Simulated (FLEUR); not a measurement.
# NiO: magnetism against the volume

Wanted: the trend of the moments of NiO with the volume.

Program: FLEUR MaX-R8.1. Level of theory: LDA (VWN) with U = 6 eV on Ni d; all-electron FLAPW, Dirac cores, scalar-relativistic bands. Results are calculated unless marked as measured.

### Step 1. The starting structure

The structure is cubic, space group Fm-3m (No. 225). The conventional cell has a = 4.172 Å, b = 4.172 Å, c = 4.172 Å, α = 90.00°, β = 90.00°, γ = 90.00°. Ni has 6 O at 2.09 Å nearest. O has 6 Ni at 2.09 Å nearest. Farther neighbours and most contacts between anions are not listed.

As a file:

```cif
data_structure
_symmetry_space_group_name_H-M 'P 1'
_symmetry_Int_Tables_number 1
_cell_length_a 2.9499
_cell_length_b 2.9499
_cell_length_c 2.9499
_cell_angle_alpha 60.000
_cell_angle_beta 60.000
_cell_angle_gamma 60.000
_cell_volume 18.15
loop_
_atom_site_label
_atom_site_type_symbol
_atom_site_fract_x
_atom_site_fract_y
_atom_site_fract_z
_atom_site_occupancy
Ni1 Ni 0.00000 0.00000 0.00000 1
O2 O 0.50000 0.50000 0.50000 1
```

### Step 2. Factor 1, start ferro +

The scan starts at the cell as given. The U counters the self-interaction that shrinks the moments of a localised shell.

All lengths change alike; the factor is that of the volume. Atoms keep their fractional places. Spheres, Kmax and the mesh are the same at all points, the spheres being those of the tightest cell. inpgen writes inp.xml from crystal.txt; cutoffs, mixing, functional, smearing and local orbitals are then set in the file. The k list default-1 (kpts.xml, not shown) is a Γ-centred 8×8×8 mesh; where the ranks do not divide the number of points, some are split in two of half the weight.

inp.xml

```
<?xml version="1.0" encoding="UTF-8" standalone="no"?>
<fleurInput fleurInputVersion="0.39">
   <comment>
      NiO
   </comment>
   <calculationSetup>
      <cutoffs Kmax="4.4" Gmax="13.2" GmaxXC="13.2" numbands="0"/>
      <scfLoop itmax="110" minDistance="0.0001" maxIterBroyd="15" imix="Anderson" alpha="0.05" precondParam="0.0" spinf="2.0" sdNocoIR="T"/>
      <coreElectrons ctail="T" frcor="F" kcrel="0" coretail_lmax="0"/>
      <xcFunctional name="vwn" relativisticCorrections="F"/>
      <magnetism jspins="2"/>
      <soc l_soc="F" theta="0.0" phi="0.0" spav="F"/>
      <expertModes spex="0" secvar="F"/>
      <geometryOptimization l_f="F" forcealpha="1.0" forcemix="BFGS" epsdisp="0.00001" epsforce="0.00001"/>
      <ldaU l_linMix="F" mixParam="0.05" spinf="1.0"/>
   </calculationSetup>
   <cell>
      <bzIntegration valenceElectrons="24.0" mode="hist" fermiSmearingEnergy="0.00183747">
         <kPointListSelection listName="default-1"/>
         <xi:include xmlns:xi="http://www.w3.org/2001/XInclude" href="kpts.xml"> </xi:include>
      </bzIntegration>
      <xi:include xmlns:xi="http://www.w3.org/2001/XInclude" href="sym.xml"> </xi:include>
      <bulkLattice scale="1.0">
         <bravaisMatrix>
            <row-1>    0.0000000000000000     3.9417828250996005     3.9417828250996005</row-1>
            <row-2>    3.9417828250996005     0.0000000000000000     3.9417828250996005</row-2>
            <row-3>    3.9417828250996005     3.9417828250996005     0.0000000000000000</row-3>
         </bravaisMatrix>
      </bulkLattice>
   </cell>
   <atomSpecies>
      <species name="Nickel (Ni2.000" element="Ni" atomicNumber="28">
         <mtSphere radius="2.35" gridPoints="777" logIncrement="0.016"/>
         <atomicCutoffs lmax="8" lnonsphr="6"/>
         <electronConfig flipSpins="F">
            <coreConfig>(1s1/2) (2s1/2) (2p1/2) (2p3/2)</coreConfig>
            <valenceConfig>(3s1/2) (3p1/2) (3p3/2) (4s1/2) (3d3/2) (3d5/2)</valenceConfig>
            <stateOccupation state="(3d3/2)" spinUp="2.0" spinDown="1.2"/>
            <stateOccupation state="(3d5/2)" spinUp="3.0" spinDown="1.8"/>
         </electronConfig>
         <energyParameters s="4" p="4" d="3" f="4"/>
         <ldaU l="2" U="6.0" J="0.0" l_amf="F"/>
         <lo type="SCLO" l="0" n="3" eDeriv="0"/>
         <lo type="SCLO" l="1" n="3" eDeriv="0"/>
      </species>
      <species name="Oxygen (O)" element="O" atomicNumber="8">
         <mtSphere radius="1.33" gridPoints="441" logIncrement="0.024"/>
         <atomicCutoffs lmax="6" lnonsphr="4"/>
         <electronConfig flipSpins="F">
            <coreConfig>(1s1/2)</coreConfig>
            <valenceConfig>(2s1/2) (2p1/2) (2p3/2)</valenceConfig>
            <stateOccupation state="(2p1/2)" spinUp="0.666667" spinDown="0.666667"/>
            <stateOccupation state="(2p3/2)" spinUp="1.333333" spinDown="1.333333"/>
         </electronConfig>
         <energyParameters s="2" p="2" d="3" f="4"/>
      </species>
   </atomSpecies>
   <atomGroups>
      <atomGroup species="Nickel (Ni2.000">
         <relPos label="                   1">.0000000000 .0000000000 .0000000000</relPos>
         <force calculate="T" relaxXYZ="TTT"/>
      </atomGroup>
      <atomGroup species="Oxygen (O)">
         <relPos label="                   2">1.000/2.000 1.000/2.000 1.000/2.000</relPos>
         <force calculate="T" relaxXYZ="TTT"/>
      </atomGroup>
   </atomGroups>
   <output dos="F" band="F" slice="F">
      <bandDOS minEnergy="-.5*Htr" maxEnergy="0.5*Htr" sigma="0.015" storeEVData="T"/>
      <plotting iplot="0" polar="F">
         <plot TwoD="T" vec1="  1.0  0.0  0.0" vec2="  0.0  1.0  0.0" vec3="  0.0  0.0  1.0" zero="  0.0  0.0  0.0" file="plot"/>
      </plotting>
      <moessbauerParams electricFieldGradient="F" isomerShift="F" coreHyperfine="F" valenceHyperfine="F"/>
   </output>
</fleurInput>
```

crystal.txt

```
NiO
&input film=F cartesian=F /
0.00000000000  2.08590164140  2.08590164140
2.08590164140  0.00000000000  2.08590164140
2.08590164140  2.08590164140  0.00000000000
1.8897261246
1.0 1.0 1.0

2
28 0.00000000000  0.00000000000  0.00000000000 : 2.000
8 0.50000000000  0.50000000000  0.50000000000

&kpt div1=8 div2=8 div3=8 gamma=T /
```

Command:

```bash
> OMP_NUM_THREADS=1 inpgen -f crystal.txt > inpgen.log  # inp.xml is then edited as shown
> OMP_NUM_THREADS=1 mpirun -n 8 fleur_MPI > fleur.log
```

What it wrote:

```text
Welcome to FLEUR        (www.flapw.de)
      MaX-Release 8.1          (www.max-centre.eu)

 ========== k-point set info ==========
 Selected k-point list: default-1
 k-point list type: mesh
 0 x 0 x 0
 Number of k points: 32

 ------------Calculation Setup---------------------------
 Number of MPI-tasks      :            8
 Number of PE/node        :            8
 Number of OMP-threads    :            1
 k-points in parallel     :            8
 pe's per k-point         :            1
 No of k-point loops      :            4
 Eigenvalue solver        :       lapack
 Number of basis functions:          202
 Approximate size of matrices (H+S) per k-point:         0.001 GB
 --------------------------------------------------------
 no density matrix found ... skipping LDA+U
 Reset of history
 Iteration:     1   Distance:      28.42412915 me/bohr^3
 Iteration:     2   Distance:      37.92332855 me/bohr^3
 Iteration:     3   Distance:      35.83509203 me/bohr^3
 Iteration:     4   Distance:      18.66822410 me/bohr^3
 Iteration:     5   Distance:       9.94390121 me/bohr^3
 Iteration:     6   Distance:       8.36948452 me/bohr^3
 Iteration:     7   Distance:       1.34011827 me/bohr^3
 Iteration:     8   Distance:       0.99410535 me/bohr^3
 Iteration:     9   Distance:       0.16755126 me/bohr^3
 Iteration:    10   Distance:       0.23781261 me/bohr^3
 Iteration:    11   Distance:       0.04385372 me/bohr^3
 Iteration:    12   Distance:       0.04164801 me/bohr^3
 Iteration:    13   Distance:       0.01489150 me/bohr^3
 Iteration:    14   Distance:       0.00190889 me/bohr^3
 Iteration:    15   Distance:       0.00112049 me/bohr^3
 Iteration:    16   Distance:       0.00011073 me/bohr^3
 Iteration:    17   Distance:       0.00009047 me/bohr^3

 ********************************************************************
 Run finished successfully
 Stop message:
   all done
 ********************************************************************

--- out.xml (last complete iteration) ---
<iteration numberForCurrentRun="   17" overallNumber="   17">
         [... left out ...]
         <bandgap value="1.7636572763" units="eV"/>
         <sumValenceSingleParticleEnergies value="-18.0662194934" units="Htr"/>
         <FermiEnergy value="0.2773664358" units="Htr"/>
         <valenceDensity>
            <mtCharges spin="1">
               <mtCharge atomType="1" total="9.3912037" s="1.1765047" p="3.2098966" d="4.9496697" f="0.0402788"/>
               <mtCharge atomType="2" total="2.1968640" s="0.6589003" p="1.5347452" d="0.0028311" f="0.0003294"/>
            </mtCharges>
            <mtCharges spin="2">
               <mtCharge atomType="1" total="7.6346748" s="1.1649249" p="3.1960093" d="3.2230437" f="0.0375974"/>
               <mtCharge atomType="2" total="2.0014989" s="0.6362143" p="1.3634124" d="0.0015905" f="0.0002387"/>
            </mtCharges>
            <spinDependentCharge spin="1" total="13.0000000" interstitial="1.4119323" mtSpheres="11.5880677"/>
            <spinDependentCharge spin="2" total="11.0000000" interstitial="1.3638263" mtSpheres="9.6361737"/>
            <totalCharge value="24.0000000000"/>
         </valenceDensity>
         [... left out ...]
         <magneticMomentsInMTSpheres units="muBohr">
            <globalMagMoment atomType="1" vec="0.00000   0.00000   1.75653"/>
            <localMagMoment atomType="1" vec="0.00000   0.00000   1.75653"/>
            <globalMagMoment atomType="2" vec="0.00000   0.00000   0.19537"/>
            <localMagMoment atomType="2" vec="0.00000   0.00000   0.19537"/>
         </magneticMomentsInMTSpheres>
         [... left out ...]
         <totalEnergy value="    -1593.1033127281" units="Htr">
            <sumOfEigenvalues value="     -908.7495608840">
               <coreElectrons value="-890.6833413906"/>
               <valenceElectrons value="-18.0662194934"/>
            </sumOfEigenvalues>
            <densityCoulombPotentialIntegral value="-2432.6409329228"/>
            <densityEffectivePotentialIntegral value="-2524.2225366877"/>
            <chargeDenXCDenIntegral value="-69.2107662571"/>
            <FockExchangeEnergyValence value="0.0000000000"/>
            <FockExchangeEnergyCore value="0.0000000000"/>
         [... left out ...]
            <dftUCorrection value="-0.8554066964"/>
            <tkbTimesEntropy value="0.0000000000"/>
            <freeEnergy value="-1593.1033127281"/>
            <extrapolationTo0K value="-1593.1033127281"/>
         </totalEnergy>
         [... left out ...]
         <ldaUDensityMatrixConvergence>
            <distance spin="1" distance="0.000000"/>
            <distance spin="2" distance="0.000001"/>
         </ldaUDensityMatrixConvergence>
         <densityConvergence units="me/bohr^3">
            <chargeDensity spin="1" distance="0.0000640249"/>
            <chargeDensity spin="2" distance="0.0000517254"/>
            <overallChargeDensity distance="0.0000904658"/>
            <spinDensity distance="0.0000732484"/>
         </densityConvergence>
      </iteration>
```

Wall time 6.9 s (8 MPI ranks of Arm Neoverse N1, shared host); peak memory 0.34 GiB; 55 s of CPU time.

Numbers from this step:

| Quantity | Value |
| --- | --- |
| free energy | -43350.5496 eV |
| program's band gap on this mesh (in a metal only a level spacing) | 1.764 eV |
| magnetization | 2 μB |
| final state | ferromagnetic |
| largest moment | 1.757 μB |

After 17 cycles the largest moment stands at 1.76 μB.

### Step 3. Factor 1, start antiferro q=(0,0,1/2) +-

The k list default-1 (kpts.xml, not shown) is a Γ-centred 8×8×4 mesh.

Edit inp.xml of step 2 so:

```diff
@@ -17,3 +17,3 @@
    <cell>
-      <bzIntegration valenceElectrons="24.0" mode="hist" fermiSmearingEnergy="0.00183747">
+      <bzIntegration valenceElectrons="48.0" mode="hist" fermiSmearingEnergy="0.00183747">
          <kPointListSelection listName="default-1"/>
@@ -26,3 +26,3 @@
             <row-2>    3.9417828250996005     0.0000000000000000     3.9417828250996005</row-2>
-            <row-3>    3.9417828250996005     3.9417828250996005     0.0000000000000000</row-3>
+            <row-3>    7.8835656501992011     7.8835656501992011     0.0000000000000000</row-3>
          </bravaisMatrix>
@@ -39,2 +39,16 @@
             <stateOccupation state="(3d5/2)" spinUp="3.0" spinDown="1.8"/>
+         </electronConfig>
+         <energyParameters s="4" p="4" d="3" f="4"/>
+         <ldaU l="2" U="6.0" J="0.0" l_amf="F"/>
+         <lo type="SCLO" l="0" n="3" eDeriv="0"/>
+         <lo type="SCLO" l="1" n="3" eDeriv="0"/>
+      </species>
+      <species name="Nickel (Ni-2.000" element="Ni" atomicNumber="28">
+         <mtSphere radius="2.35" gridPoints="777" logIncrement="0.016"/>
+         <atomicCutoffs lmax="8" lnonsphr="6"/>
+         <electronConfig flipSpins="F">
+            <coreConfig>(1s1/2) (2s1/2) (2p1/2) (2p3/2)</coreConfig>
+            <valenceConfig>(3s1/2) (3p1/2) (3p3/2) (4s1/2) (3d3/2) (3d5/2)</valenceConfig>
+            <stateOccupation state="(3d3/2)" spinUp="1.2" spinDown="2.0"/>
+            <stateOccupation state="(3d5/2)" spinUp="1.8" spinDown="3.0"/>
          </electronConfig>
@@ -62,4 +76,9 @@
       </atomGroup>
+      <atomGroup species="Nickel (Ni-2.000">
+         <relPos label="                   2">.0000000000 .0000000000 1.000/2.000</relPos>
+         <force calculate="T" relaxXYZ="TTT"/>
+      </atomGroup>
       <atomGroup species="Oxygen (O)">
-         <relPos label="                   2">1.000/2.000 1.000/2.000 1.000/2.000</relPos>
+         <relPos label="                   3">1.000/2.000 1.000/2.000 1.000/4.000</relPos>
+         <relPos label="                   4">1.000/2.000 1.000/2.000 -1.000/4.000</relPos>
          <force calculate="T" relaxXYZ="TTT"/>
```

crystal.txt

```
NiO
&input film=F cartesian=F /
0.00000000000  2.08590164140  2.08590164140
2.08590164140  0.00000000000  2.08590164140
4.17180328280  4.17180328280  0.00000000000
1.8897261246
1.0 1.0 1.0

4
28 0.00000000000  0.00000000000  0.00000000000 : 2.000
28 0.00000000000  0.00000000000  0.50000000000 : -2.000
8 0.50000000000  0.50000000000  0.25000000000
8 0.50000000000  0.50000000000  0.75000000000

&kpt div1=8 div2=8 div3=4 gamma=T /
```

What it wrote:

```text
[banner, memory and clock lines left out]
Welcome to FLEUR        (www.flapw.de)
      MaX-Release 8.1          (www.max-centre.eu)

 ========== k-point set info ==========
 Selected k-point list: default-1
 k-point list type: mesh
 0 x 0 x 0
 Number of k points: 80

 [... set-up left out ...]
 no density matrix found ... skipping LDA+U
 Reset of history
 Iteration:     1   Distance:      34.76372824 me/bohr^3
 Iteration:     2   Distance:      37.72860203 me/bohr^3
 Iteration:     3   Distance:      35.10937752 me/bohr^3
 Iteration:     4   Distance:      18.02556065 me/bohr^3
 Iteration:     5   Distance:      13.43834329 me/bohr^3
 Iteration:     6   Distance:       8.92429331 me/bohr^3
 Iteration:     7   Distance:       1.55511033 me/bohr^3
 Iteration:     8   Distance:       1.24286139 me/bohr^3
[... lines left out ...]
 Iteration:    18   Distance:       0.00467699 me/bohr^3
 Iteration:    19   Distance:       0.00323921 me/bohr^3
 Iteration:    20   Distance:       0.00133513 me/bohr^3
 Iteration:    21   Distance:       0.00032586 me/bohr^3
 Iteration:    22   Distance:       0.00021073 me/bohr^3
 Iteration:    23   Distance:       0.00002209 me/bohr^3

 ********************************************************************
 Run finished successfully
 Stop message:
   all done
 ********************************************************************

--- out.xml (last complete iteration) ---
<iteration numberForCurrentRun="   23" overallNumber="   23">
         [... left out ...]
         <bandgap value="3.1183591305" units="eV"/>
         <sumValenceSingleParticleEnergies value="-36.0339386447" units="Htr"/>
         <FermiEnergy value="0.2532870596" units="Htr"/>
         [... left out ...]
         <magneticMomentsInMTSpheres units="muBohr">
            <globalMagMoment atomType="1" vec="0.00000   0.00000   1.66095"/>
            <globalMagMoment atomType="2" vec="0.00000   0.00000  -1.66095"/>
            <globalMagMoment atomType="3" vec="0.00000   0.00000   0.00000"/>
         </magneticMomentsInMTSpheres>
         [... left out ...]
         <totalEnergy value="    -3186.2148582855" units="Htr">
            <sumOfEigenvalues value="    -1817.3340188796">
               <coreElectrons value="-1781.3000802349"/>
               <valenceElectrons value="-36.0339386447"/>
            </sumOfEigenvalues>
         [... left out ...]
            <freeEnergy value="-3186.2148582855"/>
            <extrapolationTo0K value="-3186.2148582855"/>
         </totalEnergy>
         [... left out ...]
         <ldaUDensityMatrixConvergence>
            <distance spin="1" distance="0.000001"/>
            <distance spin="2" distance="0.000001"/>
         </ldaUDensityMatrixConvergence>
         <densityConvergence units="me/bohr^3">
            <chargeDensity spin="1" distance="0.0000152185"/>
            <chargeDensity spin="2" distance="0.0000149765"/>
            <overallChargeDensity distance="0.0000205857"/>
            <spinDensity distance="0.0000220913"/>
         </densityConvergence>
      </iteration>
```

It took 52 s on 8 MPI ranks; peak memory 0.52 GiB.

Spin moment in the muffin-tin sphere by atom:

| atom | spin moment in the muffin-tin sphere (μB) |
| --- | --- |
| Ni1 | 1.66 |
| Ni2 | -1.66 |
| O3 | 0.00 |
| O4 | 0.00 |

Read from the output:

```
free energy                                                       : -86701.3232 eV
program's band gap on this mesh (in a metal only a level spacing) : 3.118 eV
magnetization                                                     : 0 μB
final state                                                       : antiferromagnetic
```

After 23 cycles the largest moment stands at 1.66 μB.

(Part 1 of 2 ends here.)

[Logs and program files are shortened in this print: banners, set-up blocks, solver, clock and traceback lines can be left out without a mark of their own.]

[Logs are printed without paths, hosts, clocks, repeated set-up lines and the standing remarks that a program may print on its own settings, such as how far it seeks lower states.]

[Hosts, paths, dates, database ids (printed as entryN), source tags and the programs' standing remarks are cut or masked in the printed files.]

[Where a cell is said to come from a database of computed structures, the database is the Materials Project.]
